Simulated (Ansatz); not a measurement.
# LiSc (hypothetical, Pm-3m): phonons against volume, part 3 of 5

Wanted: mode Grüneisen parameters of LiSc (hypothetical) and a free-energy fit over volumes. The crystal structure is hypothetical: it was made by swapping elements on a known structure type.

Ansatz 0.2.0; DFT PBEsol, scalar-relativistic, plane waves, PAW.

So far. Step 2 (A first coarse run): The start is under 11 GPa at this level and looks like a metal on this mesh. Step 5 (Tight relaxation): The residual pressure is 0.0095 GPa, small enough for phonons.

## 7. Lattice dynamics at this volume, V/V0 1

The same q-mesh and k-mesh are kept at every volume, so that much of their error can cancel in the differences.

This step: DFT PBEsol, scalar-relativistic, plane waves, PAW (Ansatz 0.2.0).

Contents of input.yaml:

```yaml
crystal:
  lattice:
    - [3.4505282077, 0.0, 0.0]
    - [0.0, 3.4505282077, 0.0]
    - [0.0, 0.0, 3.4505282077]
  atoms:
    - { symbol: Sc, position: [0.5, 0.5, 0.5] }
    - { symbol: Li, position: [0.0, 0.0, 0.0] }
kpoints:
  mp_grid: { grid: [12, 12, 12] }
hamiltonian:
  xc: pbesol
scf:
  occupations: { method: methfessel_paxton, width: 0.2 }
output:
  eigenvalues: true
phonons:
  method: dfpt
  qmesh: [4, 4, 4]
  temperatures: { t_max: 1000, t_step: 50 }
  qpath:
    path:
      - [[0.0, 0.0, 0.0], [0.0, 0.5, 0.0], [0.5, 0.5, 0.0], [0.0, 0.0, 0.0], [0.5, 0.5, 0.5], [0.0, 0.5, 0.0]]
      - [[0.5, 0.5, 0.5], [0.5, 0.5, 0.0]]
    npoints: 10
```

Started as:

```bash
$ ansatz run input.yaml --threads 4 --pin off --max-ram 8192MiB --backend cpu --events-out ev --progress --plain --runs-dir out
```

Numbers of over 12 decimals in the logs are rounded to 6 here.

What it wrote:

```text
[...]
Crystal: 2 atoms, lattice volume = 41.082 Å³
Basis set: ecut = 420 eV, 799 PW (Γ), exchange–correlation on 48×48×48 points (8 copies of the dense FFT grid, shifted against one another)
Bands: 11, of which v1, the nominal top of the filled ones, is band 7 counted from 1 (6 counted from 0)
Symmetry: 48 space group operations
k-points: 84 of 1728
[...]
SCF iter   1: F=—  HF=-2313.906410 eV  |F-HF|=—  |Δ(HF+E_count)|=         —  Δρ=3.99e-3  dr2=6.92e-3  ethr=1.77e-3  ⟨swp⟩=4.0  Hψ=4159  notcnv=0
[...]
SCF iter   7: F=-2313.903605 eV  HF=-2313.903605 eV  |F-HF|=1.82e-12  |Δ(HF+E_count)|=  5.29e-10  S|Δr|=    0.00e0  Δρ=1.52e-7  dr2=5.31e-12  ethr=1.00e-12  ⟨swp⟩=3.7  Hψ=3837  notcnv=0
SCF 1 converged in 7 iterations: F = -2313.903605 eV  dr2 = 5.31e-12
[...]
SCF iter   2: F=-2313.903605 eV  HF=-2313.903605 eV  |F-HF|=0.00e0  |Δ(HF+E_count)|=  5.68e-11  S|Δr|=    0.00e0  Δρ=7.17e-8  dr2=1.62e-12  ethr=1.00e-12  ⟨swp⟩=3.1  Hψ=2564  notcnv=0
SCF 2 converged in 2 iterations: F = -2313.903605 eV  dr2 = 1.62e-12
phonons: the bands overlap, so this run is a metal and interpolates without the dipole-dipole term. If the crystal is really an insulator or semiconductor, its LO-TO splitting is missing
NSCF: frozen V_eff on 84 k-points
[...]
DFPT response loops at q = (0, 0, 0) (fractional): preconditioner auto → Kerker (q_TF=auto, 2.280 Å⁻¹) (partly filled bands, converged f_vac=0.000); β = 1.00, the filter's whole step (`scf.mixing.beta` (0.50) is not read by the response loops under this deck's `scf.mixing.preconditioner`; to damp them name `kerker` or `kerker_dos`, under which they read `scf.mixing.beta`, and type it under 1.00, their step now; both keys bind the ground state too); Broyden in place of MSR1
[...]
SCF converged after 7 iterations
[...]
Free energy (F): -2313.903605 eV
[...]
Internal energy: -2313.902483 eV  (E = F + TS)
E sigma→0 (E₀):  -2313.903325 eV
Entropy (-TS):   -0.001122 eV (-0.561 meV/atom)
Fermi energy:    6.122664 eV
[...]
--- Band table (eV; the first three rows and the last of 84) ---
  k-point 0: bands = [... 3 lower, -22.2316, -22.2316, 1.5436, 6.1104, 6.1104, 8.7237, 8.7237, 8.7237]
  k-point 1: bands = [... 3 lower, -22.2309, -22.2309, 1.6290, 6.1119, 6.1388, 8.6123, 8.6123, 8.7303]
  k-point 2: bands = [... 3 lower, -22.2290, -22.2290, 1.8778, 6.0915, 6.2183, 8.3471, 8.3471, 8.7484]
  k-point 83: bands = [... 3 lower, -22.3265, -22.3265, 5.3889, 5.3889, 5.3889, 9.4101, 9.4101, 10.5348]
--- Phonons (Γ-DFPT): 2 representative perturbations + reference (Σ response iterations 6) ---
  ASR residual: 1.349e-4 → 0.000e0 eV/Å²; symmetrization residual: 3.721e-7 eV/Å²
  ASR residual per site (eV/Å²): 1.35e-4 7.05e-6
  Γ frequencies (cm⁻¹): 0.00 0.00 0.00 365.54 365.54 365.54
--- Phonons (arbitrary-q DFPT): 10 irreducible q on the 4×4×4 mesh ---
  q = [0.0000, 0.0000, 0.0000] (star 1, of the zone-centre solve; hermiticity 2.52e-7, symmetrization 2.94e-12): -0.00 0.00 0.00 365.54 365.54 365.54
  q = [0.0000, 0.0000, 0.2500] (star 6, 4 solved perturbations in 1848 linear systems a pass and spin channel, the states on 588 of 1728 k-point pairs; hermiticity 9.83e-8, symmetrization 9.07e-13): 86.27 86.27 101.59 347.34 358.47 358.47
[...]
q = [0.0000, 0.2500, -0.5000] (star 12, 6 solved perturbations on 588 of 1728 k-point pairs; hermiticity 4.65e-7, symmetrization 6.46e-8): 102.48 102.89 109.24 319.15 328.47 358.28
[...]
sum rule: each row above includes the acoustic sum rule's correction from the zone centre's row sums; it moved no ω² by more than (0.90 cm⁻¹)²
  mesh force constants: q→R imaginary residual 2.03e-18; ASR residual 1.349e-4 → 0.000e0 eV/Å²; symmetrization residual 2.665e-15 eV/Å²
  interpolated dispersion: 62 rows × 6 modes
  density of states and harmonic sums: on the 20×20×20 q-mesh, interpolated from the force constants of a 4×4×4 supercell (no non-analytic term)
  largest difference from the sums on the solved wave vectors: F 1.29e-2 eV, S 1.69e-5 and C_V 4.02e-6 eV/K
  zero-point energy: 0.083072 eV/cell   skipped modes (ω ≤ 0): 3   left out of the sums: 6.25e-5 of the cell's modes: C_V's classical limit lies that fraction below 3 k_B per atom; for a crystal, a wire or a layer, F and S can be off by more, and a phonons.interpolated_qmesh denser along its periods is the remedy for the sampling
```

The job ended after 4.8 min (4 threads of Arm Neoverse N1, shared host; peak memory 1.3 GiB).

Numbers from this step:

```
Γ frequencies                            : 0, 0, 0, 365.5, 365.5, 365.5 cm⁻¹ (negative: imaginary)
lowest frequency on the path             : 0 cm⁻¹
zero-point energy                        : 0.08307 eV/cell
point group                              : m-3m
highest frequency                        : 368.1 cm⁻¹
Debye temperature from the second moment : 466 K
```

No LO-TO term. Phonon branches along the path, in cm⁻¹:

```
    point  branch 1  branch 2  branch 3  branch 4  branch 5  branch 6
        Γ         0         0         0       366       366       366
  halfway        86        86       102       347       358       358
        X       112       127       127       313       348       348
  halfway       102       103       109       319       328       358
        M        88        88        95       305       305       368
  halfway        68        99       134       336       341       358
        Γ         0         0         0       366       366       366
  halfway       112       119       119       332       332       344
        R       186       186       186       297       297       297
  halfway        94       126       155       312       326       340
        X       112       127       127       313       348       348
jump to R       186       186       186       297       297       297
  halfway       144       145       145       302       302       336
        M        88        88        95       305       305       368
```

The phonon branches as a text plot (rows in cm⁻¹):

```
    360 |******    ********************                       ***
    345 |   ** ****          **      ****           ******
    330 |     *    *      ****          ****       ***      **
    314 |      ******** ***              ****    ********* *
    299 |              *                    ********      *******
    284 |
    268 |
    253 |
    238 |
    222 |
    207 |
    192 |                                     ***         *
    176 |                                   **  ***        *
    161 |                                  **    ****       *
    146 |                                **       ** **      *
    130 |      ***         ****      ***   *        *  ***
    115 |    *******      *    *        ***        * *****    *
    100 |   **     ***********      *  *            *  *       **
     84 |   *         ******* * *                    **         *
     69 |  *                 * *     **
     54 | **                  * *  **
     38 | *                    ***
     23 |*                       * *
      8 |                         *
         Γ      X      M          Γ            R        X|R     M
```

Tetrahedra on 20 20 20, mean over bins of 5 cm⁻¹. Phonon density of states against wavenumber; read off at these points:

```
wavenumber (cm⁻¹)  phonon density of states (1/cm⁻¹/cell)
                2                                       0
               12                                  7.0e-5
               22                                  4.5e-4
               32                                  0.0012
               42                                 0.00213
               52                                 0.00367
               62                                  0.0059
               72                                 0.00953
               82                                  0.0201
               88                                  0.0449
               92                                  0.0406
              102                                  0.0445
              112                                  0.0473
              122                                  0.0381
              128                                  0.0605
              132                                  0.0326
              142                                  0.0162
              152                                  0.0117
              162                                 0.00807
              172                                 0.00514
              182                                 0.00199
              188                                  6.0e-5
              198                                       0
              208                                       0
              218                                       0
              228                                       0
              238                                       0
              248                                       0
              258                                       0
              268                                       0
              278                                       0
              288                                       0
              298                                 0.00435
              308                                  0.0378
              318                                  0.0573
              328                                  0.0426
              338                                  0.0391
              348                                  0.0544
              352                                  0.0731
              358                                  0.0645
              368                                 0.00325
```

Harmonic. Thermo, by row:

| T (K) | F_vib (meV/atom) | S (J/mol-atom/K) | C_V (J/mol-atom/K) |
| --- | --- | --- | --- |
| 0 | 41.54 | 0 | 0 |
| 50 | 41.16 | 2.638 | 5.836 |
| 100 | 38.2 | 8.855 | 12.44 |
| 150 | 32.04 | 14.82 | 16.93 |
| 200 | 22.96 | 20.09 | 19.64 |
| 250 | 11.34 | 24.66 | 21.26 |
| 300 | -2.5 | 28.64 | 22.26 |
| 350 | -18.26 | 32.12 | 22.91 |
| 400 | -35.72 | 35.21 | 23.36 |
| 450 | -54.7 | 37.98 | 23.67 |
| 500 | -75.04 | 40.49 | 23.91 |
| 550 | -96.62 | 42.77 | 24.08 |
| 600 | -119.3 | 44.88 | 24.21 |
| 650 | -143.1 | 46.82 | 24.32 |
| 700 | -167.8 | 48.62 | 24.4 |
| 750 | -193.5 | 50.31 | 24.47 |
| 800 | -220 | 51.89 | 24.53 |
| 850 | -247.2 | 53.38 | 24.57 |
| 900 | -275.3 | 54.78 | 24.61 |
| 950 | -304 | 56.12 | 24.65 |
| 1000 | -333.4 | 57.38 | 24.67 |

The modes has structure finer than the step of the table below, so its rows give means over 10 cm⁻¹, whole bins alone (the curve runs from -10 to 389 cm⁻¹). Peaks (cm⁻¹: height): Li 318.6: 0.0509, 351.2: 0.0654; Sc 110.4: 0.0451, 127.9: 0.0493.

Phonopy on the run's constants, 17x17x17 mesh, Gaussian sigma 2.8 cm⁻¹. The modes by wavenumber; means over each step; values in 1/cm⁻¹/cell:

```csv
wavenumber (cm⁻¹),Li,Sc
0,7.5e-6,4.8e-5
10,2.4e-6,2.3e-5
20,5.9e-5,4.0e-4
30,1.3e-4,9.1e-4
40,2.2e-4,0.00153
50,4.3e-4,0.00318
60,6.0e-4,0.00467
70,9.5e-4,0.00803
80,0.00167,0.0171
90,0.00287,0.0363
100,0.00212,0.0383
110,0.00184,0.0435
120,0.00137,0.0413
130,8.9e-4,0.0409
140,5.4e-4,0.0188
150,3.1e-4,0.0127
160,1.8e-4,0.00876
170,9.4e-5,0.00594
180,2.4e-5,0.00295
190,3.0e-7,3.3e-4
200,0,3.5e-7
210,0,0
220,0,0
230,0,0
240,0,0
250,0,0
260,0,0
270,0,0
280,0,0
290,4.5e-4,8.0e-6
300,0.0139,6.6e-4
310,0.0366,0.00239
320,0.0486,0.00291
330,0.0397,0.00187
340,0.0396,0.00163
350,0.0590,0.00232
360,0.0432,0.00228
370,0.00477,2.8e-4
380,8.4e-6,0
```

No LO-TO term. The modes at Γ (shares of kinetic energy by element, %):

```
mode  frequency (cm⁻¹)  symmetry  Sc %  Li %
   1               0.0       T1u    87    13
   2               0.0       T1u    87    13
   3               0.0       T1u    87    13
   4             365.5       T1u    13    87
   5             365.5       T1u    13    87
   6             365.5       T1u    13    87
```

Displacements in mode 6 (365.5 cm⁻¹), the largest set to 1:
```
Sc1  0.00  0.01 -0.15
Li2  0.00 -0.04  1.00
```

No mode is imaginary beyond numerical noise at the solved wavevectors.

## 8. A cell at another volume, V/V0 1.015

Symmetry fixes every atom, so a single point at the scaled cell gives the energy and pressure of this member.

The cell differs from the one that the last finished run ended in (a 3.451 → 3.468 Å, b 3.451 → 3.468 Å, c 3.451 → 3.468 Å).

input.yaml, the sections that differ from step 7:

```yaml
crystal:
  lattice:
    - [3.4676952973, 0.0, 0.0]
    - [0.0, 3.4676952973, 0.0]
    - [0.0, 0.0, 3.4676952973]
  atoms:
    - { symbol: Sc, position: [0.5, 0.5, 0.5] }
    - { symbol: Li, position: [0.0, 0.0, 0.0] }
output:
  forces: true
  stress: true
  eigenvalues: true
  write_density: true
  write_potential: true
  elf: true
  volumetric_format: npy
# kpoints, hamiltonian, scf: as in step 7
# phonons: removed
```

What it wrote:

```text
[...]
Crystal: 2 atoms, lattice volume = 41.699 Å³
Basis set: ecut = 420 eV, 799 PW (Γ), exchange–correlation on 48×48×48 points (8 copies of the dense FFT grid, shifted against one another)
Bands: 11, of which v1, the nominal top of the filled ones, is band 7 counted from 1 (6 counted from 0)
Symmetry: 48 space group operations
[...]
k-points: 84 of 1728
[...]
SCF iter   1: F=—  HF=-2313.905342 eV  |F-HF|=—  |Δ(HF+E_count)|=         —  Δρ=3.93e-3  dr2=6.80e-3  ethr=1.77e-3  ⟨swp⟩=3.9  Hψ=4161  notcnv=0
[...]
SCF iter   6: F=-2313.902577 eV  HF=-2313.902577 eV  |F-HF|=4.02e-10  |Δ(HF+E_count)|=   1.75e-8  S|Δr|=    0.00e0  Δρ=1.67e-6  dr2=6.26e-10  ethr=7.14e-10  ⟨swp⟩=7.0  Hψ=5455  notcnv=0
SCF 1 converged in 6 iterations: F = -2313.902577 eV  dr2 = 6.26e-10
[...]
SCF converged after 6 iterations
[...]
Free energy (F): -2313.902577 eV
[...]
Internal energy: -2313.901553 eV  (E = F + TS)
E sigma→0 (E₀):  -2313.902321 eV
Entropy (-TS):   -0.001024 eV (-0.512 meV/atom)
Fermi energy:    6.001504 eV
[...]
--- Stress (GPa, compression-positive) ---
       -0.538598       0.000000       0.000000
        0.000000      -0.538598       0.000000
        0.000000       0.000000      -0.538598
  P = ⅓ Tr σ = -0.5386 GPa (-5.386 kbar)
--- Band table (eV; the first three rows and the last of 84) ---
  k-point 0: bands = [... 3 lower, -22.3918, -22.3918, 1.4435, 5.9925, 5.9925, 8.5535, 8.5535, 8.5535]
  k-point 1: bands = [... 3 lower, -22.3911, -22.3911, 1.5280, 5.9935, 6.0204, 8.4451, 8.4451, 8.5600]
  k-point 2: bands = [... 3 lower, -22.3893, -22.3893, 1.7746, 5.9716, 6.0984, 8.1861, 8.1861, 8.5777]
  k-point 83: bands = [... 3 lower, -22.4818, -22.4818, 5.2851, 5.2851, 5.2851, 9.2263, 9.2263, 10.3417]
```

The job ended after 1.4 s (4 threads; peak memory 0.35 GiB).

Numbers from this step:

| Item | Value |
| --- | --- |
| pressure | -0.5386 GPa |
| volume per atom | 20.85 Å³ |

Electrostatic potential energy in the ac plane at fractional y = 0.000, with atoms of Li within 0.2 Å of it. With pseudopotentials it is smooth inside the atoms' cores, unlike the true potential.

Values in eV, 14 rows by 14 columns, each cell a mean:
```
-21 -19 -10   2   7   8   9   9   9   8   6   0 -12 -19
-15 -11  -3   4   7   8   9   9   9   8   6   3  -4 -12
 -2   0   4   6   7   8   9   9   9   8   7   6   3   0
  6   6   7   7   8   8   8   8   8   8   8   7   6   6
  8   8   8   8   8   8   7   7   8   8   8   8   8   8
  9   9   9   8   8   7   7   7   7   8   8   9   9   9
  9   9   9   9   8   7   7   7   7   7   8   9   9   9
  9   9   9   9   8   7   7   7   7   7   8   9   9   9
  8   8   8   8   8   8   7   7   7   8   8   8   8   8
  6   7   7   8   8   8   8   8   8   8   8   7   7   7
  1   3   5   6   8   8   9   9   8   8   7   6   4   2
-13  -9  -1   5   7   8   9   9   9   8   7   4  -3 -10
-20 -18  -9   3   7   8   9   9   9   8   6   0 -11 -19
-21 -20 -13   1   6   8   9   9   9   8   6  -2 -15 -21
```
Columns run along a (3.5 Å; values clipped at the 3rd and 97th percentile), rows up along c (3.5 Å). Atoms in or near the plane, at fractional coordinates: Li at (0.00, 0.00).

ELF in the ac plane at fractional y = 0.000, with atoms of Li within 0.2 Å of it. It is the smooth field of the valence electrons, not physical close to the nuclei.

Ten even steps from '_' (0.43 × 1e-1) to '@' (9.83 × 1e-1), each cell a mean:
```
@@%%::__::++######++..__--%%
++--____--++**##**++::____--
______..==++******++--..____
....::==++++++++++++++--::..
++++++++++==========++++++++
####****++==--::--==++****##
######**++--::::::==++**####
####****++==--::--==++****##
++++++++++====--====++++++++
..::--==++++++++++++++==--::
______::==++******++==..____
--::____--++**##**++::____::
@@##::__::++######++..__--%%
@@@@--__..++######++..__++@@
```
Columns run along a (3.5 Å), rows up along c (3.5 Å). Atoms in or near the plane, at fractional coordinates: Li at (0.00, 0.00).

Valence density in the ac plane at fractional y = 0.000, with atoms of Li within 0.2 Å of it. It is the smooth field of the valence electrons, not physical close to the nuclei.

Ten steps, logarithmic in the rise over the least value, from '0' (0.1 e/Å³) to '9' (8.4 e/Å³), each cell a mean:
```
97400000000158
65200000000025
11000000000001
00000000000000
00000000000000
00000000000000
00000000000000
00000000000000
00000000000000
00000000000000
00000000000000
54100000000024
87400000000157
98500000000169
```
Columns run along a (3.5 Å), rows up along c (3.5 Å). Atoms in or near the plane, at fractional coordinates: Li at (0.00, 0.00).

## 9. Lattice dynamics at this volume, V/V0 1.015

The same q-mesh and k-mesh are kept at every volume, so that much of their error can cancel in the differences.

input.yaml, the sections that differ from step 8:

```yaml
output:
  eigenvalues: true
phonons:
  method: dfpt
  qmesh: [4, 4, 4]
  temperatures: { t_max: 1000, t_step: 50 }
  qpath:
    path:
      - [[0.0, 0.0, 0.0], [0.0, 0.5, 0.0], [0.5, 0.5, 0.0], [0.0, 0.0, 0.0], [0.5, 0.5, 0.5], [0.0, 0.5, 0.0]]
      - [[0.5, 0.5, 0.5], [0.5, 0.5, 0.0]]
    npoints: 10
# crystal, kpoints, hamiltonian, scf: as in step 8
```

What it wrote:

```text
[...]
Crystal: 2 atoms, lattice volume = 41.699 Å³
Basis set: ecut = 420 eV, 799 PW (Γ), exchange–correlation on 48×48×48 points (8 copies of the dense FFT grid, shifted against one another)
Bands: 11, of which v1, the nominal top of the filled ones, is band 7 counted from 1 (6 counted from 0)
Symmetry: 48 space group operations
k-points: 84 of 1728
[...]
k-point 83: bands = [... 3 lower, -22.4818, -22.4818, 5.2852, 5.2852, 5.2852, 9.2263, 9.2263, 10.3417]
[...]
ASR residual: 1.335e-4 → 0.000e0 eV/Å²; symmetrization residual: 4.189e-7 eV/Å²
  ASR residual per site (eV/Å²): 1.33e-4 4.54e-6
  Γ frequencies (cm⁻¹): 0.00 0.00 0.00 360.18 360.18 360.18
--- Phonons (arbitrary-q DFPT): 10 irreducible q on the 4×4×4 mesh ---
[...]
interpolated dispersion: 62 rows × 6 modes
[...]
[key lines of the parts left out:]
SCF converged after 7 iterations
Free energy (F): -2313.902577 eV
Fermi energy:    6.001510 eV
```

Run time: 4.9 min. Hardware: 4 threads; peak memory 1.3 GiB; 19 min of CPU time.

No LO-TO term. The phonon branches at the labelled points (cm⁻¹):

```csv
point,branch 1,branch 2,branch 3,branch 4,branch 5,branch 6
Γ,0,0,0,360,360,360
halfway,86,86,99,342,354,354
X,108,126,126,309,344,344
halfway,100,101,109,314,324,354
M,87,87,94,300,300,363
halfway,67,99,132,332,336,354
Γ,0,0,0,360,360,360
halfway,111,117,117,328,328,340
R,183,183,183,292,292,292
halfway,93,124,153,307,322,335
X,108,126,126,309,344,344
jump to R,183,183,183,292,292,292
halfway,142,142,142,296,296,331
M,87,87,94,300,300,363
```

The phonon branches as a text plot (rows in cm⁻¹):

```
    356 |*****     ********************                       ***
    341 |   *******          **      ****           ******
    326 |     *    *       ***          ****       ***      **
    310 |      ********  **              ****    ********* *
    295 |              **                   ********      *******
    280 |
    265 |
    250 |
    235 |
    220 |
    204 |
    189 |                                     **
    174 |                                   **  ***       **
    159 |                                  *     ****      **
    144 |                                ** *     ** **      *
    129 |      ***         ****      ***   *        *  ***
    114 |     ******      *    *        ***        * *****    *
     98 |   **    ************      *  *            *  *       **
     83 |   *         ******* * *                    **         *
     68 |  *                 * *     **
     53 | **                  * *  **
     38 | *                    ***
     23 |*                       * *
      8 |                         *
         Γ      X      M          Γ            R        X|R     M
```

No mode is imaginary beyond numerical noise at the solved wavevectors. The highest zone-centre mode (no LO–TO term) moved by -1.5 % for a volume change of +1.5 %.

(Part 3 of 5 ends here.)

[Logs are printed without paths, hosts, clocks, repeated set-up lines and the standing remarks that a program may print on its own settings, such as how far it seeks lower states.]

[Hosts, paths, dates, database ids (printed as entryN), source tags and the programs' standing remarks are cut or masked in the printed files.]

[A step with changed settings may run another functional than the one named; its input shows which.]


